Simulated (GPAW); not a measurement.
# Calculated records

Te2Mo (P6_3/mmc): G0W0 with GPAW, start to end. It takes space group P6_3/mmc (No. 194, hexagonal). The conventional cell has a = 3.518 Å, b = 3.518 Å, c = 13.974 Å, α = 90.00°, β = 90.00°, γ = 120.00°. Nearest to Te lie 3 Mo at 2.72 Å. Nearest to Mo lie 6 Te at 2.72 Å. Farther neighbours and most contacts between anions are not listed. The calculation used DFT, PBE, plane waves, PAW (and 1 further level or step) in GPAW 26.7.0, with cutoff 450 eV, GPAW PAW setups 1.2.1 data release, 6×6×1 k-mesh, nbands 972 in one of its runs. The PBE gap is 0.72 eV, indirect, the G0W0 gap on the mesh is 0.97 eV and the G0W0 gap over the zone (rigid shift) is 0.86 eV. The GW settings are 6×6×1 mesh, 447 bands, screening to 120 eV, Godby-Needs plasmon pole. The known limits are not at the basis limit; no spin-orbit coupling; coarse k mesh. G0W0 moves the gap on the mesh from 0.82 eV to 0.97 eV (+0.15 eV), with Z of 0.77 and 0.77 at the edges. The mesh misses the band edges by 0.10 eV in all; a rigid shift gives 0.86 eV for the zone. The cell and positions come from the Crystallography Open Database and are kept as given unless a step says otherwise. Limits: no spin-orbit coupling. Only 3 of the mesh's irreducible points were corrected, so a valley elsewhere could overtake. The calculation has static nuclei and no excitons; a measured gap holds zero-point and thermal motion, which mostly lowers it. With atoms this heavy the missing spin-orbit coupling can matter too. Bands and cutoff are finite, so the gap is not at the basis limit. The miss can reach some tenths of an eV and take either sign; the mesh is an error of its own. The 6×6×1 mesh is coarse for this cell, which bears on the long-range parts of exchange and screening.

```
Te Mo
1.0
     3.51820    0.00000    0.00000
    -1.75910    3.04685    0.00000
     0.00000    0.00000   13.97360
Te Mo
4 2
Cartesian
  0.0000 2.0312 8.6776
  1.7591 1.0156 1.6908
  0.0000 2.0312 12.2828
  1.7591 1.0156 5.2960
  0.0000 2.0312 3.4934
  1.7591 1.0156 10.4802
```

[Paths, hosts, dates, memory and timing lines, banners, echoed tables and standing remarks are left out of the program output.]

[Logs are printed without paths, hosts, clocks, repeated set-up lines and the standing remarks that a program may print on its own settings, such as how far it seeks lower states.]

[Runs of the session that timed out or met a known fault of the program may be left out.]

[Hosts, paths, dates, database ids (printed as entryN), source tags and the programs' standing remarks are cut or masked in the printed files.]
